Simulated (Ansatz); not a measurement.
**Ba on Al(110): change of the work function**

How does Ba on the hollow site change the work function of Al(110) as the layer fills?

Program: Ansatz 0.2.0. Level of theory: plane-wave DFT, PBE, Ansatz PAW. Values are calculated unless marked as measured.

Report form: inputs, costs, results and the conclusion, without the logs.

**1. The system as given**

The cell holds 5 atoms: 5 Al. Cell: a = 4.050 Å, b = 2.864 Å, c = 23.728 Å, α = 90.0°, β = 90.0°, γ = 90.0°. Vacuum lies along c.

**2. The clean slab**

The bare slab comes first, as the zero from which every change is counted. The two lowest layers are held at bulk places and the upper ones relax. The dipole correction removes the false field that a one-sided slab makes across the periodic vacuum, so each face gets a flat vacuum level of its own.

File input.yaml:

```yaml
crystal:
  lattice:
    - [4.05, 0.0, 0.0]
    - [0.0, 2.8637824638, 0.0]
    - [0.0, 0.0, 23.7275649276]
  atoms:
    - { symbol: Al, position: [0.0, 0.0, 0.3793056737] }
    - { symbol: Al, position: [0.5, 0.5, 0.4396528368] }
    - { symbol: Al, position: [0.0, 0.0, 0.5] }
    - { symbol: Al, position: [0.5, 0.5, 0.5603471632] }
    - { symbol: Al, position: [0.0, 0.0, 0.6206943263] }
kpoints:
  mp_grid: { grid: [8, 10, 1] }
hamiltonian:
  xc: pbe
scf:
  occupations: { method: fermi_dirac, width: 0.1 }
  convergence: { dr2_threshold: 1.0e-08 }
efield:
  axis: 3
  dipole_correction: true
  ramp_position: 0.97
  ramp_width: 0.06
relax:
  f_tol: 0.02
  max_steps: 60
  constraints: [{ sites: [0, 1] }]
output:
  write_potential: true
  write_density: true
  volumetric_format: npy
```

On the command line:

```bash
$ ansatz run input.yaml --threads 4 --pin off --max-ram 6144MiB --backend cpu --events-out ev --progress --plain --runs-dir out
```

It took 6.1 s on 4 threads of Arm Neoverse V2, shared host; peak memory 0.49 GiB; 23 s of CPU time.

The steps of the relaxation:

| step | energy less that of the first step (eV) | largest force component (eV/Å) |
| --- | --- | --- |
| 1 | 0.0000 | 0.2224 |
| 2 | -0.0114 | 0.0520 |
| 3 | -0.0117 | 0.0113 |

The run keeps the 4 symmetry operations that the program found, so distortions that break them were not tested.

The atoms that moved most (Å):

| atom | dx | dy | dz | length |
| --- | --- | --- | --- | --- |
| Al5 | 0.000 | 0.000 | -0.093 | 0.093 |
| Al3 | 0.000 | 0.000 | -0.029 | 0.029 |
| Al4 | 0.000 | 0.000 | 0.015 | 0.015 |

The relaxed structure:

```cif
data_structure
_symmetry_space_group_name_H-M 'P 1'
_symmetry_Int_Tables_number 1
_cell_length_a 4.0500
_cell_length_b 2.8638
_cell_length_c 23.7276
_cell_angle_alpha 90.000
_cell_angle_beta 90.000
_cell_angle_gamma 90.000
_cell_volume 275.20
loop_
_atom_site_label
_atom_site_type_symbol
_atom_site_fract_x
_atom_site_fract_y
_atom_site_fract_z
_atom_site_occupancy
Al1 Al 0.00000 0.00000 0.37931 1
Al2 Al 0.50000 0.50000 0.43965 1
Al3 Al 0.00000 0.00000 0.49877 1
Al4 Al 0.50000 0.50000 0.56097 1
Al5 Al 0.00000 0.00000 0.61678 1
```

This step gave:

```
energy at zero smearing   : -2686.0940 eV
work function, upper face : 3.995 eV
dipole along the normal   : -1.76e-4 e·Å
```

Running mean over 1.432 Å of the planar mean; the ramp of the sawtooth is left out. Electron's electrostatic potential energy less the Fermi level against z:

| z (Å) | electron's electrostatic potential energy less the Fermi level (eV) |
| --- | --- |
| 3.0 | 3.99 |
| 3.5 | 3.99 |
| 4.0 | 3.99 |
| 4.5 | 3.99 |
| 5.0 | 3.99 |
| 5.5 | 3.98 |
| 6.0 | 3.95 |
| 6.5 | 3.87 |
| 7.0 | 3.59 |
| 7.5 | 2.68 |
| 8.0 | 0.664 |
| 8.5 | -1.67 |
| 9.0 | -3.65 |
| 9.5 | -4.48 |
| 10.0 | -4.67 |
| 10.5 | -4.77 |
| 11.0 | -4.82 |
| 11.5 | -4.80 |
| 12.0 | -4.64 |
| 12.5 | -4.57 |
| 13.0 | -4.67 |
| 13.5 | -5.00 |
| 14.0 | -4.99 |
| 14.5 | -4.38 |
| 15.0 | -2.40 |
| 15.5 | 0.00563 |
| 16.0 | 2.24 |
| 16.5 | 3.43 |
| 17.0 | 3.82 |
| 17.5 | 3.94 |
| 18.0 | 3.98 |
| 18.5 | 3.99 |
| 19.0 | 3.99 |
| 19.5 | 3.99 |
| 20.0 | 3.99 |
| 20.5 | 3.99 |

The relaxation took 3 steps and lowered the energy by 0.012 eV; the largest force on the free atoms ends at 0.011 eV/Å.

The work function of the upper face is 3.99 eV.

**3. Adsorbate added, k-mesh 3×4×1, coverage 0.111 ML**

System of this step: Ba/Al(110). The cell holds 46 atoms: 45 Al and 1 Ba. Its edges and angles: a = 12.150 Å, b = 8.591 Å, c = 26.144 Å, α = 90.0°, β = 90.0°, γ = 90.0°. Vacuum lies along c.

The clean slab as it ended is repeated in the plane and the adsorbate is set on one face; the cell's size fixes the coverage, and the k-mesh shrinks with it to keep the sampling density about even. Adsorbate and upper layers relax, since the dipole depends on the height.

File input.yaml:

```yaml
crystal:
  lattice:
    - [12.15, 0.0, 0.0]
    - [0.0, 8.5913473914, 0.0]
    - [0.0, 0.0, 26.1437342824]
  atoms:
    - { symbol: Al, position: [0.0, 0.0, 0.3442507449] }
    - { symbol: Al, position: [0.1666666667, 0.1666666667, 0.3990207029] }
    - { symbol: Al, position: [0.0, 0.0, 0.452671135] }
    - { symbol: Al, position: [0.1666666667, 0.1666666667, 0.5091292422] }
    - { symbol: Al, position: [0.0, 0.0, 0.5597739626] }
    - { symbol: Al, position: [0.0, 0.3333333333, 0.3442507449] }
    - { symbol: Al, position: [0.1666666667, 0.5, 0.3990207029] }
    - { symbol: Al, position: [0.0, 0.3333333333, 0.452671135] }
[... 34 atom lines left out ...]
    - { symbol: Al, position: [0.6666666667, 0.6666666667, 0.452671135] }
    - { symbol: Al, position: [0.8333333333, 0.8333333333, 0.5091292422] }
    - { symbol: Al, position: [0.6666666667, 0.6666666667, 0.5597739626] }
    - { symbol: Ba, position: [0.1666666667, 0.1666666667, 0.6557492551] }
kpoints:
  mp_grid: { grid: [3, 4, 1] }
hamiltonian:
  xc: pbe
scf:
  occupations: { method: fermi_dirac, width: 0.1 }
  convergence: { dr2_threshold: 1.0e-08 }
efield:
  axis: 3
  dipole_correction: true
  ramp_position: 0.97
  ramp_width: 0.06
relax:
  f_tol: 0.02
  max_steps: 60
  constraints:
    - { sites: [0, 1, 5, 6, 10, 11, 15, 16, 20, 21, 25, 26, 30, 31, 35, 36, 40, 41] }
output:
  bader: true
  write_potential: true
  write_density: true
  volumetric_format: npy
```

Elapsed: 6.2 min, on 4 threads; peak memory 5 GiB; 24 min of CPU time.

Step by step:

| step | energy less that of the first step (eV) | largest force component (eV/Å) |
| --- | --- | --- |
| 1 | 0.0000 | 1.0033 |
| 2 | -0.1774 | 0.6229 |
| 3 | -0.2551 | 0.0712 |
| 4 | -0.2656 | 0.0250 |
| 5 | -0.2666 | 0.0072 |

The run keeps the 4 symmetry operations that the program found, so distortions that break them were not tested.

The atoms that moved most (Å):

| atom | dx | dy | dz | length |
| --- | --- | --- | --- | --- |
| Ba46 | 0.000 | 0.000 | -0.448 | 0.448 |
| Al5 | -0.076 | -0.044 | -0.047 | 0.100 |
| Al10 | -0.076 | 0.044 | -0.047 | 0.100 |
| Al20 | 0.076 | -0.044 | -0.047 | 0.100 |
| Al25 | 0.076 | 0.044 | -0.047 | 0.100 |
| Al39 | -0.007 | 0.015 | -0.057 | 0.059 |
| Al44 | -0.007 | -0.015 | -0.057 | 0.059 |
| Al24 | 0.007 | 0.015 | -0.057 | 0.059 |

Read from the output:

* energy at zero smearing: -30125.6450 eV
* work function, upper face: 2.506 eV
* work function, lower face: 3.957 eV
* dipole along the normal: 0.8371 e·Å
* step between the vacuum levels: -1.451 eV

Running mean over 1.432 Å of the planar mean; the ramp of the sawtooth is left out. Electron's electrostatic potential energy less the Fermi level against z:

z (Å), electron's electrostatic potential energy less the Fermi level (eV) and a bar from the least value:
```
      3.5       3.96 ##############################
      4.0       3.96 ##############################
      4.5       3.96 ##############################
      5.0       3.95 ##############################
      5.5       3.95 ##############################
      6.0       3.92 ##############################
      6.5       3.84 ##############################
      7.0       3.56 #############################
      7.5       2.67 ##########################
      8.0       0.67 ###################
      8.5      -1.64 ###########
      9.0      -3.61 #####
      9.5      -4.42 ##
     10.0      -4.62 #
     10.5      -4.78 #
     11.0      -4.85 
     11.5      -4.83 #
     12.0      -4.67 #
     12.5      -4.59 #
     13.0      -4.71 #
     13.5      -4.99 
     14.0      -4.92 
     14.5      -4.22 ###
     15.0      -2.28 #########
     15.5      -0.32 ################
     16.0       1.12 ####################
     16.5       1.49 ######################
     17.0       1.58 ######################
     17.5       1.89 #######################
     18.0       2.24 ########################
     18.5       2.43 #########################
     19.0       2.48 #########################
     19.5       2.50 #########################
     20.0       2.50 #########################
     20.5       2.50 #########################
     21.0       2.51 #########################
     21.5       2.51 #########################
     22.0       2.51 #########################
     22.5       2.51 #########################
     23.0       2.51 #########################
```

The relaxation took 5 steps and lowered the energy by 0.27 eV; the largest force on the free atoms ends at 0.0072 eV/Å.

The covered face has 2.51 eV, -1.49 eV against the clean one; the bare back face has moved by -0.03 eV, a measure of how thin the slab is.

**4. Adsorbate added, k-mesh 4×5×1, coverage 0.25 ML**

System of this step: Ba/Al(110). The cell holds 21 atoms: 20 Al and 1 Ba. Cell: a = 8.100 Å, b = 5.728 Å, c = 26.144 Å, α = 90.0°, β = 90.0°, γ = 90.0°. Vacuum lies along c.

Another coverage, to see how the dipoles act on each other as their distance changes.

File input.yaml:

```yaml
crystal:
  lattice:
    - [8.1, 0.0, 0.0]
    - [0.0, 5.7275649276, 0.0]
    - [0.0, 0.0, 26.1437342824]
  atoms:
    - { symbol: Al, position: [0.0, 0.0, 0.3442507449] }
    - { symbol: Al, position: [0.25, 0.25, 0.3990207029] }
    - { symbol: Al, position: [0.0, 0.0, 0.452671135] }
    - { symbol: Al, position: [0.25, 0.25, 0.5091292422] }
    - { symbol: Al, position: [0.0, 0.0, 0.5597739626] }
    - { symbol: Al, position: [0.0, 0.5, 0.3442507449] }
    - { symbol: Al, position: [0.25, 0.75, 0.3990207029] }
    - { symbol: Al, position: [0.0, 0.5, 0.452671135] }
    - { symbol: Al, position: [0.25, 0.75, 0.5091292422] }
    - { symbol: Al, position: [0.0, 0.5, 0.5597739626] }
    - { symbol: Al, position: [0.5, 0.0, 0.3442507449] }
    - { symbol: Al, position: [0.75, 0.25, 0.3990207029] }
    - { symbol: Al, position: [0.5, 0.0, 0.452671135] }
    - { symbol: Al, position: [0.75, 0.25, 0.5091292422] }
    - { symbol: Al, position: [0.5, 0.0, 0.5597739626] }
    - { symbol: Al, position: [0.5, 0.5, 0.3442507449] }
    - { symbol: Al, position: [0.75, 0.75, 0.3990207029] }
    - { symbol: Al, position: [0.5, 0.5, 0.452671135] }
    - { symbol: Al, position: [0.75, 0.75, 0.5091292422] }
    - { symbol: Al, position: [0.5, 0.5, 0.5597739626] }
    - { symbol: Ba, position: [0.25, 0.25, 0.6557492551] }
kpoints:
  mp_grid: { grid: [4, 5, 1] }
hamiltonian:
  xc: pbe
scf:
  occupations: { method: fermi_dirac, width: 0.1 }
  convergence: { dr2_threshold: 1.0e-08 }
efield:
  axis: 3
  dipole_correction: true
  ramp_position: 0.97
  ramp_width: 0.06
relax:
  f_tol: 0.02
  max_steps: 60
  constraints: [{ sites: [0, 1, 5, 6, 10, 11, 15, 16] }]
output:
  bader: true
  dos: { projected: true, e_range: [-8, 4] }
  write_potential: true
  write_density: true
  volumetric_format: npy
  elf: true
```

The job ended after 1.8 min (4 threads; peak memory 2 GiB).

Relaxation path:

| step | energy less that of the first step (eV) | largest force component (eV/Å) |
| --- | --- | --- |
| 1 | 0.0000 | 0.8591 |
| 2 | -0.1432 | 0.5218 |
| 3 | -0.2013 | 0.0824 |
| 4 | -0.2107 | 0.0491 |
| 5 | -0.2129 | 0.0069 |

Forces are held to the 4 operations that the program found; a distortion that breaks them can't arise in this run.

The atoms that moved most (Å):

| atom | dx | dy | dz | length |
| --- | --- | --- | --- | --- |
| Ba21 | 0.000 | 0.000 | -0.413 | 0.413 |
| Al9 | 0.000 | 0.000 | 0.124 | 0.124 |
| Al5 | -0.115 | -0.015 | 0.015 | 0.117 |
| Al10 | -0.115 | 0.015 | 0.015 | 0.117 |
| Al15 | 0.115 | -0.015 | 0.015 | 0.117 |
| Al20 | 0.115 | 0.015 | 0.015 | 0.117 |
| Al14 | 0.000 | 0.000 | -0.085 | 0.085 |
| Al19 | 0.000 | 0.000 | -0.058 | 0.058 |

Final coordinates:

```xyz
21
Lattice="8.1000 0.0000 0.0000 0.0000 5.7276 0.0000 0.0000 0.0000 26.1437" Properties=species:S:1:pos:R:3
Al    0.0000    0.0000    9.0000
Al    2.0250    1.4319   10.4319
Al    0.0285   -0.0038   11.8408
Al    2.0250    1.4319   13.3300
Al   -0.1155   -0.0152   14.6495
Al    0.0000    2.8638    9.0000
Al    2.0250    4.2957   10.4319
Al    0.0285    2.8676   11.8408
Al    2.0250    4.2957   13.4343
Al   -0.1155    2.8790   14.6495
Al    4.0500    0.0000    9.0000
Al    6.0750    1.4319   10.4319
Al    4.0215   -0.0038   11.8408
Al    6.0750    1.4319   13.2253
Al    4.1655   -0.0152   14.6495
Al    4.0500    2.8638    9.0000
Al    6.0750    4.2957   10.4319
Al    4.0215    2.8676   11.8408
Al    6.0750    4.2957   13.2524
Al    4.1655    2.8790   14.6495
Ba    2.0250    1.4319   16.7303
```

This step gave:

* energy at zero smearing: -16694.8898 eV
* work function, upper face: 1.872 eV
* work function, lower face: 3.952 eV
* dipole along the normal: 0.5332 e·Å
* step between the vacuum levels: -2.080 eV

The density of states has structure finer than the step of the table below, so its rows give means over 0.5 eV. Peaks (eV: height): -2.17: 16.5, -1.47: 16.4, 0.24: 18.7, 0.45: 20.0, 0.75: 17.3, 1.53: 18.7, 1.71: 21.4.

Table of density of states by energy, zero at the Fermi level; means over each step:

| energy (eV) | density of states (states/eV a cell) |
| --- | --- |
| -7.5 | 4.19 |
| -7.0 | 4.06 |
| -6.5 | 4.56 |
| -6.0 | 5.89 |
| -5.5 | 7.10 |
| -5.0 | 5.84 |
| -4.5 | 6.04 |
| -4.0 | 6.89 |
| -3.5 | 7.66 |
| -3.0 | 6.15 |
| -2.5 | 10.00 |
| -2.0 | 9.52 |
| -1.5 | 7.24 |
| -1.0 | 10.7 |
| -0.5 | 6.56 |
| 0.0 | 10.7 |
| 0.5 | 15.1 |
| 1.0 | 13.1 |
| 1.5 | 13.9 |

Projected DOS per atom over height of the atomic layer and energy from the Fermi level. Layers: Al4 Al4 Al4 Al4 Al4 Ba from below.

Ten even steps from '0' (0.01 states/eV) to '9' (0.89 states/eV), each cell a mean:
```
744453
644453
755579
765687
633374
321251
644562
534350
423240
755570
433340
432340
344440
233330
332330
233320
343430
232320
232320
122210
122210
123210
```
Columns: height of the atomic layer (Å) from 9 to 16.7 (not evenly spaced); rows upwards: energy from the Fermi level (eV) from -7.96 to 1.95.

Electrostatic potential energy in the ca plane at fractional y = 0.250, with atoms of Al and Ba within 0.2 Å of it. With pseudopotentials it is smooth inside the atoms' cores, unlike the true potential.

Ten even steps from '0' (-19 eV) to '9' (4 eV), each cell a mean:
```
99888889988888899888889999999999999999999999
99988888888888888888899999999999999999999999
99998865467887645688999999999999999999999999
99998620015875111368999999999999999999999999
99998403413772143058999999999999999999999999
99998304512762154048999999999999999999999999
99998501104774021158999999999999999999999999
99998742247886422578999999999999999999999999
99988877778888777888999999999999999999999999
99888888888888888888899999999999999999999999
99887889988778999888889999999999999999999999
99888889988778899888889888888899999999999999
99988888888888888888888766677888999999999999
99998865567888655688987411146788999999999999
99998620015886200158874000004788899999999999
99998403412774034137872000002678899999999999
99998304512773145127871000001678899999999999
99998511104785112147873000003688899999999999
99998742246887522478886200015788899999999999
99988877778888777788987643467888999999999999
99888888888888888888888877778889999999999999
99887889988778999888889998888999999999999999
```
Columns run along c (16.0 Å, from fractional 0.29 to 0.91 of the cell; values clipped at the 3rd and 97th percentile), rows up along a (8.1 Å). Atoms in or near the plane, at fractional coordinates: Al at (0.40, 0.25), Al at (0.51, 0.25), Al at (0.40, 0.75), Al at (0.51, 0.75), Ba at (0.64, 0.25).

Valence density in the ca plane at fractional y = 0.250, with atoms of Al and Ba within 0.2 Å of it. It is the smooth field of the valence electrons, not physical close to the nuclei.

Values in e/Å³, 12 rows by 16 columns, each cell a mean:
```
0.1 0.2 0.1 0.2 0.2 0.1 0.2 0.2 0.1 0.0 0.0 0.0 0.0 0.0 0.0 0.0
0.0 0.1 0.2 0.2 0.2 0.2 0.2 0.1 0.0 0.0 0.0 0.0 0.0 0.0 0.0 0.0
0.0 0.1 0.1 0.1 0.2 0.1 0.2 0.1 0.0 0.0 0.0 0.0 0.0 0.0 0.0 0.0
0.0 0.1 0.1 0.2 0.2 0.1 0.2 0.1 0.0 0.0 0.0 0.0 0.0 0.0 0.0 0.0
0.1 0.1 0.2 0.2 0.2 0.2 0.2 0.1 0.0 0.0 0.0 0.0 0.0 0.0 0.0 0.0
0.1 0.2 0.1 0.1 0.2 0.1 0.2 0.2 0.1 0.0 0.0 0.0 0.0 0.0 0.0 0.0
0.1 0.2 0.1 0.2 0.2 0.1 0.2 0.2 0.1 0.1 0.0 0.0 0.0 0.0 0.0 0.0
0.0 0.1 0.2 0.2 0.2 0.2 0.2 0.1 0.5 0.8 0.2 0.0 0.0 0.0 0.0 0.0
0.0 0.1 0.1 0.1 0.2 0.1 0.2 0.1 0.9 0.9 0.4 0.0 0.0 0.0 0.0 0.0
0.0 0.1 0.1 0.2 0.2 0.1 0.2 0.1 0.9 1.1 0.4 0.0 0.0 0.0 0.0 0.0
0.1 0.1 0.2 0.2 0.2 0.2 0.2 0.1 0.3 0.5 0.1 0.0 0.0 0.0 0.0 0.0
0.1 0.2 0.1 0.2 0.2 0.1 0.2 0.2 0.1 0.0 0.0 0.0 0.0 0.0 0.0 0.0
```
Columns run along c (16.0 Å, from fractional 0.29 to 0.91 of the cell), rows up along a (8.1 Å). Atoms in or near the plane, at fractional coordinates: Al at (0.40, 0.25), Al at (0.51, 0.25), Al at (0.40, 0.75), Al at (0.51, 0.75), Ba at (0.64, 0.25).

ELF in the ca plane at fractional y = 0.250, with atoms of Al and Ba within 0.2 Å of it. It is the smooth field of the valence electrons, not physical close to the nuclei.

Ten even steps from '0' (0.00) to '9' (0.87), each cell a mean:
```
68998533345665433457886531000000000000000000
57787654455665545567776431000000000000000000
34566776566666656776654321000000000000000000
12346763247776423676432100000000000000000000
01135621116776110365310000000000000000000000
00135611216876121255310000000000000000000000
01235741037776201575321000000000000000000000
23456775567666645776543210000000000000000000
46777665566666556667665421000000000000000000
67887643345665433467776531000000000000000000
78998532235665322357886421000000000000000000
68998533345665432356775210000000000000000000
57887654456666544556642124431000000000000000
34566776666666655676421489985200000000000000
12346763257667522676314898998410000000000000
00135621116776201266217941499510000000000000
00135511215776212166217930299510000000000000
01235741136677411476316975798410000000000000
23456775566667654776412799996300000000000000
46777665566666655666531257763100000000000000
67887643345665433456763111210000000000000000
78998532235665322357876310000000000000000000
```
Columns run along c (16.0 Å, from fractional 0.29 to 0.91 of the cell), rows up along a (8.1 Å). Atoms in or near the plane, at fractional coordinates: Al at (0.40, 0.25), Al at (0.51, 0.25), Al at (0.40, 0.75), Al at (0.51, 0.75), Ba at (0.64, 0.25).

The relaxation took 5 steps and lowered the energy by 0.21 eV; the largest force on the free atoms ends at 0.0069 eV/Å.

By hand: a sheet of dipoles makes a step −p/(ε₀A) in the electron's potential. With e/ε₀ = 180.95 V·Å, p = 0.5332 e·Å and A = 46.39 Å², that is −180.95 × (0.5332) / 46.39 = -2.080 eV, and the two vacuum levels of the run differ by -2.080 eV.

The covered face has 1.87 eV, -2.12 eV against the clean one; the bare back face has moved by -0.04 eV, a measure of how thin the slab is.

**5. Adsorbate added, k-mesh 4×5×1, coverage 0.5 ML**

System of this step: Ba/Al(110). The cell holds 22 atoms: 20 Al and 2 Ba. Cell: a = 8.100 Å, b = 5.728 Å, c = 26.144 Å, α = 90.0°, β = 90.0°, γ = 90.0°. Vacuum lies along c.

Edit input.yaml of step 4 so:

```diff
@@ -27,2 +27,3 @@
     - { symbol: Ba, position: [0.25, 0.25, 0.6557492551] }
+    - { symbol: Ba, position: [0.75, 0.75, 0.6557492551] }
 kpoints:
@@ -49,2 +50 @@
   volumetric_format: npy
-  elf: true
```

It took 1.9 min on 4 threads; peak memory 2.1 GiB; 7.5 min of CPU time.

Relaxation path:

| step | energy less that of the first step (eV) | largest force component (eV/Å) |
| --- | --- | --- |
| 1 | 0.0000 | 0.5773 |
| 2 | -0.1156 | 0.3419 |
| 3 | -0.1580 | 0.1567 |
| 4 | -0.1653 | 0.0262 |
| 5 | -0.1655 | 0.0013 |

The run keeps the 8 symmetry operations that the program found, so distortions that break them were not tested.

The atoms that moved most (Å):

| atom | dx | dy | dz | length |
| --- | --- | --- | --- | --- |
| Ba21 | 0.000 | 0.000 | -0.264 | 0.264 |
| Ba22 | 0.000 | 0.000 | -0.264 | 0.264 |
| Al14 | 0.000 | 0.000 | -0.013 | 0.013 |
| Al9 | 0.000 | 0.000 | -0.013 | 0.013 |
| Al10 | 0.000 | 0.000 | -0.013 | 0.013 |
| Al20 | 0.000 | 0.000 | -0.013 | 0.013 |
| Al5 | 0.000 | 0.000 | -0.013 | 0.013 |
| Al15 | 0.000 | 0.000 | -0.013 | 0.013 |

The relaxation took 5 steps and lowered the energy by 0.17 eV; the largest force on the free atoms ends at 0.0013 eV/Å.

The covered face has 2.37 eV, -1.63 eV against the clean one; the bare back face has moved by -0.10 eV, a measure of how thin the slab is.

**6. Work function against coverage**

This step: plane-wave DFT, PBE, Ansatz PAW; work function against coverage (Ansatz 0.2.0).

The runs are now put side by side.

This step gave:

```yaml
work_function_of_the_clean_face: 3.995 eV
largest_change_of_the_work_function: -2.123 eV
```

Work function of the covered face against coverage:

| coverage (adsorbates/nm²) | work function of the covered face (eV) |
| --- | --- |
| 0.00 | 3.99 |
| 0.96 | 2.51 |
| 2.16 | 1.87 |
| 4.31 | 2.37 |

The dipole per adsorbate comes from the change of the cell's dipole. Coverage, by row:

| coverage (1/nm²) | coverage (ML) | work function (eV) | change (eV) | dipole per adsorbate, positive end outwards (debye) | mean height of the added atoms over the highest substrate atom (Å) |
| --- | --- | --- | --- | --- | --- |
| 0.9579 | 0.1111 | 2.506 | -1.489 | 4.029 | 2.109 |
| 2.155 | 0.25 | 1.872 | -2.123 | 2.564 | 2.081 |
| 4.311 | 0.5 | 2.369 | -1.626 | 0.942 | 2.259 |

(Continued in part 2 of 2.)

[Long decimals in the printed logs are rounded to 6 places.]

[Logs are printed without paths, hosts, clocks, repeated set-up lines and the standing remarks that a program may print on its own settings, such as how far it seeks lower states.]

[Hosts, paths, dates, database ids (printed as entryN), source tags and the programs' standing remarks are cut or masked in the printed files.]

[Maps of the electrostatic potential energy from Ansatz leave out the sawtooth potential of an applied field or a dipole correction, so their vacuum need not be flat; planar profiles and work functions include it.]
